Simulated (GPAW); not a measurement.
# AlFe15 (bcc Fe15Al1): moments or none

Wanted: the moments of AlFe15 (bcc Fe15Al1) and the energy gained by spin polarisation.

Method: PBE; plane waves with GPAW's PAW setups, scalar-relativistic, in GPAW 26.7.0.

## (1) Set-up

It takes space group Pm-3m (No. 221, cubic). Conventional cell: a = 5.779 Å, b = 5.779 Å, c = 5.779 Å, α = 90.00°, β = 90.00°, γ = 90.00°. Nearest to Al lie 8 Fe at 2.50 Å. Nearest to Fe lie 7 Fe at 2.50 Å and 1 Al at 2.50 Å. Nearest to Fe lie 8 Fe at 2.50 Å. Nearest to Fe lie 8 Fe at 2.50 Å. ordered model alloy on an ideal lattice, lattice constant by linear interpolation, atoms not relaxed. Farther neighbours are not listed.

The cell is a made-up one and need not be a known phase.

## (2) Run 1 (ferro +++++++++++++++)

The parallel start comes first: it fits the smallest cell, keeps the most symmetry and shows whether parallel moments form.

Contents of order1.py:

```python
import json
import numpy as np
from ase import Atoms
from ase.parallel import paropen, parprint
from gpaw import GPAW

atoms = Atoms(['Al', 'Fe', 'Fe', 'Fe', 'Fe', 'Fe', 'Fe', 'Fe', 'Fe', 'Fe', 'Fe', 'Fe', 'Fe', 'Fe', 'Fe', 'Fe'],
    cell=[[5.77875, 0.0, 0.0],
         [0.0, 5.77875, 0.0],
         [0.0, 0.0, 5.77875]],
    scaled_positions=[[0.0, 0.0, 0.0],
         [0.25, 0.25, 0.25],
         [0.0, 0.0, 0.5],
         [0.25, 0.25, 0.75],
         [0.0, 0.5, 0.0],
         [0.25, 0.75, 0.25],
         [0.0, 0.5, 0.5],
         [0.25, 0.75, 0.75],
         [0.5, 0.0, 0.0],
         [0.75, 0.25, 0.25],
         [0.5, 0.0, 0.5],
         [0.75, 0.25, 0.75],
         [0.5, 0.5, 0.0],
         [0.75, 0.75, 0.25],
         [0.5, 0.5, 0.5],
         [0.75, 0.75, 0.75]],
    pbc=True,
    magmoms=[0.0, 2.4, 2.4, 2.4, 2.4, 2.4, 2.4, 2.4, 2.4, 2.4, 2.4, 2.4, 2.4, 2.4, 2.4, 2.4])
atoms.calc = GPAW(mode={'name': 'pw', 'ecut': 450},
    xc='PBE',
    kpts={'size': (7, 7, 7), 'gamma': True},
    occupations={'name': 'fermi-dirac', 'width': 0.05},
    convergence={'density': 1e-05, 'energy': 1e-05},
    maxiter=200,
    mixer={'name': 'pulay', 'beta': 0.04, 'nmaxold': 8, 'weight': 100},
    symmetry={'tolerance': 1e-4},
    txt='order1.txt')
e = atoms.get_potential_energy(force_consistent=True)
res = {'free_energy': e, 'energy_sigma0': atoms.get_potential_energy(), 'fermi_energy': atoms.calc.get_fermi_level()}
res['moments'] = atoms.get_magnetic_moments().tolist()
res['total'] = atoms.get_magnetic_moment()
parprint('site moments (muB):', np.round(res['moments'], 3))
parprint(f"total moment: {res['total']:.3f} muB")
parprint(f'free energy: {e:.6f} eV')
atoms.calc.write('order1.gpw')
with paropen('results.json', 'w') as f:
    json.dump(res, f)
```

Started as:

```
$ OMP_NUM_THREADS=1 mpirun -n 4 gpaw python order1.py > order1.log
```

Numbers of over 12 decimals in the logs are rounded to 6 here.

What it wrote:

```text
site moments (muB): [-0.094  2.339  2.293  2.339  2.293  2.339  2.404  2.339  2.293  2.339
  2.404  2.339  2.404  2.339  2.497  2.339]
total moment: 34.522 muB
free energy: -139.142082 eV

--- order1.txt ---
Input parameters:
  mode=PW(ecut=450),
  convergence={'density': 1e-05, 'energy': 1e-05},
  kpts=MonkhorstPack(size=(7, 7, 7), gamma=True),
  maxiter=200,
  mixer=Pulay(name='pulay', nmaxold=8, beta=0.04, weight=100, sigma=0.015, g_ss=None),
  occupations=Occupations(name='fermi-dirac', width=0.05),
  symmetry=Symmetry(tolerance=0.0001),
  xc=XC(name='PBE')

Diagonalizing LCAO Hamiltonian
Converting LCAO to pw mode
     .-------------.
    /|             |
   / |             |
  /  | Fe      Fe  |
 *   |             |
 |   Fe      Fe    |
 | Fe| Fe Fe   Fe  |
 |   .-------------.
 Fe /Fe Fe   Fe   /
 | Fe     Fe     /
 |/             /
 Al-----Fe-----*

Atoms  # Å, Bohr magnetons
|    | symbol |        x |        y |        z |    initial magnetic moments |
|----|--------|----------|----------|----------|-----------------------------|
|  0 |     Al | 0.000000 | 0.000000 | 0.000000 | ( 0.0000,  0.0000,  0.0000) |
|  1 |     Fe | 1.444687 | 1.444687 | 1.444687 | ( 0.0000,  0.0000,  2.4000) |
|  2 |     Fe | 0.000000 | 0.000000 | 2.889375 | ( 0.0000,  0.0000,  2.4000) |
|  3 |     Fe | 1.444687 | 1.444687 | 4.334062 | ( 0.0000,  0.0000,  2.4000) |
|  4 |     Fe | 0.000000 | 2.889375 | 0.000000 | ( 0.0000,  0.0000,  2.4000) |
|  5 |     Fe | 1.444687 | 4.334062 | 1.444687 | ( 0.0000,  0.0000,  2.4000) |
|  6 |     Fe | 0.000000 | 2.889375 | 2.889375 | ( 0.0000,  0.0000,  2.4000) |
|  7 |     Fe | 1.444687 | 4.334062 | 4.334062 | ( 0.0000,  0.0000,  2.4000) |
|  8 |     Fe | 2.889375 | 0.000000 | 0.000000 | ( 0.0000,  0.0000,  2.4000) |
|  9 |     Fe | 4.334062 | 1.444687 | 1.444687 | ( 0.0000,  0.0000,  2.4000) |
| 10 |     Fe | 2.889375 | 0.000000 | 2.889375 | ( 0.0000,  0.0000,  2.4000) |
| 11 |     Fe | 4.334062 | 1.444687 | 4.334062 | ( 0.0000,  0.0000,  2.4000) |
| 12 |     Fe | 2.889375 | 2.889375 | 0.000000 | ( 0.0000,  0.0000,  2.4000) |
| 13 |     Fe | 4.334062 | 4.334062 | 1.444687 | ( 0.0000,  0.0000,  2.4000) |
| 14 |     Fe | 2.889375 | 2.889375 | 2.889375 | ( 0.0000,  0.0000,  2.4000) |
| 15 |     Fe | 4.334062 | 4.334062 | 4.334062 | ( 0.0000,  0.0000,  2.4000) |

Unit cell  # Å
| periodic |        x |        y |        z |  lengths |    angles |
|----------|----------|----------|----------|----------|-----------|
|      yes | 5.778750 | 0.000000 | 0.000000 | 5.778750 | 90.000000 |
|      yes | 0.000000 | 5.778750 | 0.000000 | 5.778750 | 90.000000 |
|      yes | 0.000000 | 0.000000 | 5.778750 | 5.778750 | 90.000000 |

Number of symmetries: 48

BZ-sampling:
  Number of BZ points: 343
  Number of IBZ points: 20

  Monkhorst-Pack size: [7, 7, 7]
  Monkhorst-Pack shift: [0, 0, 0]

K-points  # in reciprocal-cell coordinates
|     |                                coordinates |     weight |
|-----|--------------------------------------------|------------|
|   0 | (  0.00000000,   0.00000000,   0.00000000) | 0.00291545 |
|   1 | (  0.14285714,   0.00000000,   0.00000000) | 0.01749271 |
|   2 | (  0.14285714,   0.14285714,   0.00000000) | 0.03498542 |
|   3 | (  0.14285714,   0.14285714,   0.14285714) | 0.02332362 |
|   4 | (  0.28571429,   0.00000000,   0.00000000) | 0.01749271 |
|   5 | (  0.28571429,   0.14285714,   0.00000000) | 0.06997085 |
|   6 | (  0.28571429,   0.14285714,   0.14285714) | 0.06997085 |
|   7 | (  0.28571429,   0.28571429,   0.00000000) | 0.03498542 |
|   8 | (  0.28571429,   0.28571429,   0.14285714) | 0.06997085 |
|   9 | (  0.28571429,   0.28571429,   0.28571429) | 0.02332362 |
| ... |                                            |            |
|  19 | (  0.42857143,   0.42857143,   0.42857143) | 0.02332362 |

Plane wave coefficients: 4198
Cutoff: 450.000000 eV

Spin-components: 2 (collinear spins)
Bands:           100
Projectors:      95
Spin-degeneracy: 1
Datatype:        complex128

Parallelization:
  kpt:    4
  domain: 1
  band:   1

Density:
  Valence electrons: 123.0
  Components: 2
  Grid points: [30 30 30]
  Charge: 0.0  # |e|

Potential:
  Grid points: [30 30 30]

species:
  Al:
    name:    Aluminium
    Z:       13.0
    valence: 3
    core:    10
    charge:  0.0  # [|e|]
    compensation charges:
      type: gauss
      rc: 0.34  # [Å]
      lmax: 2
    cutoffs:
      filter: 1.91  # [Å]
      core: 2.36  # [Å]
    projectors
    | kind |    occ | energy [eV] | rcut [Å] |
    |------|--------|-------------|----------|
    |   3s |  2.000 |      -7.753 |    1.085 |
    |   3p |  1.000 |      -2.712 |    1.085 |
    |    s |        |      19.459 |    1.085 |
    |    p |        |      24.499 |    1.085 |
    |    d |        |       0.000 |    1.085 |

    Using partial waves for Al as LCAO basis

  Fe:
    name:    Iron
    Z:       26.0
    valence: 8
    core:    18
    charge:  0.0  # [|e|]
    compensation charges:
      type: gauss
      rc: 0.33  # [Å]
      lmax: 2
    cutoffs:
      filter: 2.06  # [Å]
      core: 2.67  # [Å]
    projectors
    | kind |    occ | energy [eV] | rcut [Å] |
    |------|--------|-------------|----------|
    |   4s |  2.000 |      -5.291 |    1.164 |
    |   4p |  0.000 |      -1.326 |    1.058 |
    |   3d |  6.000 |      -7.505 |    1.058 |
    |    s |        |      21.920 |    1.164 |
    |    p |        |      25.885 |    1.058 |
    |    d |        |      19.706 |    1.058 |

    Using partial waves for Fe as LCAO basis

Reference energy: -525895.242264  # eV

eigensolver:
  PPCG
  Converge bands: occupied
  niter=2

density mixing:
  Pulay-Mixer
  Linear mixing parameters: 0.04
  Old densities: 8
  Fourier metric: weight=100, sigma=0.015

occupation numbers:
  Fermi-Dirac:
    width: 0.0500  # eV

poisson solver:
  ecut: 3600.000000  # eV

xc functional:
  name: PBE with 2 nearest neighbor stencil

convergence criteria:
- Maximum integral of absolute [dens]ity change: 1e-05 electrons / valence electron
- Maximum [total energy] change in last 3 cyles: 1e-05 eV / valence electron
- Maximum integral of absolute [eigenst]ate change: 4e-08 eV^2 / valence electron
maximum number of iterations: 200

SCF iterations
|iter     |      energy | eigst |  dens |  magmom |
|---------|-------------|-------|-------|---------|
|iter:   1|       0s | -137.277849 | +0.46 |       | +36.0705|
|iter:   2|      11s | -137.530703 | -1.15 | -1.09 | +35.9799|
|iter:   3|      23s | -137.524502 | -2.01 | -1.09 | +35.9044|
|iter:   4|      34s | -137.657504 | -1.96 | -1.11 | +35.5152|
|iter:   5|      45s | -137.825259 | -2.76 | -1.23 | +35.3879|
|iter:   6|      56s | -138.247639 | -2.70 | -1.25 | +35.1094|
|iter:   7|      67s | -138.740599 | -2.33 | -1.34 | +34.7547|
|iter:   8|      78s | -138.826132 | -3.18 | -1.54 | +34.6757|
|iter:   9|      90s | -139.020491 | -2.54 | -1.59 | +34.3479|
|iter:  10|     101s | -139.033846 | -3.41 | -1.90 | +34.3286|
[... 19 iterations left out ...]
|iter:  30|     310s | -139.076737c| -8.06c| -4.35 | +34.5192|
|iter:  31|     316s | -139.076737c| -8.41c| -4.34 | +34.5197|
|iter:  32|     321s | -139.076736c| -7.71c| -4.35 | +34.5213|
|iter:  33|     327s | -139.076735c| -8.18c| -4.55 | +34.5214|
|iter:  34|     333s | -139.076735c| -8.20c| -4.66 | +34.5215|
|iter:  35|     338s | -139.076734c| -8.01c| -4.76 | +34.5220|
|iter:  36|     344s | -139.076733c| -8.35c| -4.81 | +34.5221|
|iter:  37|     349s | -139.076734c| -8.43c| -4.78 | +34.5221|
|iter:  38|     355s | -139.076734c| -8.70c| -4.96 | +34.5222|
|iter:  39|     361s | -139.076734c| -8.74c| -5.05c| +34.5224|

Converged in 39 steps
Energy contributions relative to reference atoms: (reference = -525895.242264)

Energy contributions:
  Kinetic:          99.218858
  Coulomb:         -82.616306
  Zero:              2.330995
  External:          0.000000
  Xc:             -157.944933
  Entropy:          -0.130696
  Spinorbit:         0.000000
  ----------------------------
  Free energy:    -139.142082
  Extrapolated:   -139.076734

dipole moment: (-52.330641, -52.330641, -52.330641)  # |e|*Ang

Total magnetic moment: (0.000000, 0.000000, 34.522351)

Local magnetic moments
|        x |        y |         z |
|----------|----------|-----------|
| 0.000000 | 0.000000 | -0.094457 |  # Al   0
| 0.000000 | 0.000000 |  2.339407 |  # Fe   1
| 0.000000 | 0.000000 |  2.292924 |  # Fe   2
| 0.000000 | 0.000000 |  2.339407 |  # Fe   3
| 0.000000 | 0.000000 |  2.292924 |  # Fe   4
| 0.000000 | 0.000000 |  2.339407 |  # Fe   5
| 0.000000 | 0.000000 |  2.404448 |  # Fe   6
| 0.000000 | 0.000000 |  2.339407 |  # Fe   7
| 0.000000 | 0.000000 |  2.292924 |  # Fe   8
| 0.000000 | 0.000000 |  2.339407 |  # Fe   9
| 0.000000 | 0.000000 |  2.404448 |  # Fe  10
| 0.000000 | 0.000000 |  2.339407 |  # Fe  11
| 0.000000 | 0.000000 |  2.404448 |  # Fe  12
| 0.000000 | 0.000000 |  2.339407 |  # Fe  13
| 0.000000 | 0.000000 |  2.497199 |  # Fe  14
| 0.000000 | 0.000000 |  2.339407 |  # Fe  15

Fermi level: 9.353
Eigenvalues  # (at kpt = [0.000, 0.000, 0.000])
| band index |      eig [eV] | occ [0-1] |      eig [eV] | occ [0-1] |
|------------|---------------|-----------|---------------|-----------|
|          0 |         0.649 |     1.000 |         0.735 |     1.000 |
|        ... |               |           |               |           |
|         50 |         8.217 |     1.000 |         9.793 |     0.000 |
|         51 |         8.217 |     1.000 |        10.044 |     0.000 |
|         52 |         8.239 |     1.000 |        10.044 |     0.000 |
|         53 |         8.239 |     1.000 |        10.044 |     0.000 |
|         54 |         8.295 |     1.000 |        10.356 |     0.000 |
|         55 |         8.295 |     1.000 |        10.356 |     0.000 |
|         56 |         8.295 |     1.000 |        10.417 |     0.000 |
|         57 |         8.315 |     1.000 |        10.803 |     0.000 |
|         58 |         8.315 |     1.000 |        10.803 |     0.000 |
|         59 |         8.399 |     1.000 |        10.803 |     0.000 |
|         60 |         8.399 |     1.000 |        10.912 |     0.000 |
|         61 |         8.399 |     1.000 |        11.042 |     0.000 |
|         62 |         8.424 |     1.000 |        11.042 |     0.000 |
|         63 |         8.433 |     1.000 |        11.120 |     0.000 |
|         64 |         8.433 |     1.000 |        11.120 |     0.000 |
|        ... |               |           |               |           |
|         99 |        17.071 |     0.000 |        18.118 |     0.000 |

No gap
No difference between direct/indirect transitions
```

Elapsed: 6.4 min, on 4 MPI ranks of Arm Neoverse V1, shared host; peak memory 1.3 GiB; 26 min of CPU time.

Spin moment in the augmentation sphere by atom:

```
atom  spin moment in the augmentation sphere (μB)
 Al1                                        -0.09
 Fe2                                         2.34
 Fe3                                         2.29
 Fe4                                         2.34
 Fe5                                         2.29
 Fe6                                         2.34
 Fe7                                         2.40
 Fe8                                         2.34
 Fe9                                         2.29
Fe10                                         2.34
Fe11                                         2.40
Fe12                                         2.34
Fe13                                         2.40
Fe14                                         2.34
Fe15                                         2.50
Fe16                                         2.34
```

Read from the output:

```yaml
magnetization: 34.52 μB
final_state: ferromagnetic
```

After 39 cycles the largest moment stands at 2.50 μB.

(Continued in part 2 of 2.)

[Logs and program files are shortened in this print: banners, set-up blocks, solver, clock and traceback lines can be left out without a mark of their own.]

[Logs are printed without paths, hosts, clocks, repeated set-up lines and the standing remarks that a program may print on its own settings, such as how far it seeks lower states.]

[Hosts, paths, dates, database ids (printed as entryN), source tags and the programs' standing remarks are cut or masked in the printed files.]

[Where a cell is said to come from a database of computed structures, the database is the Materials Project.]
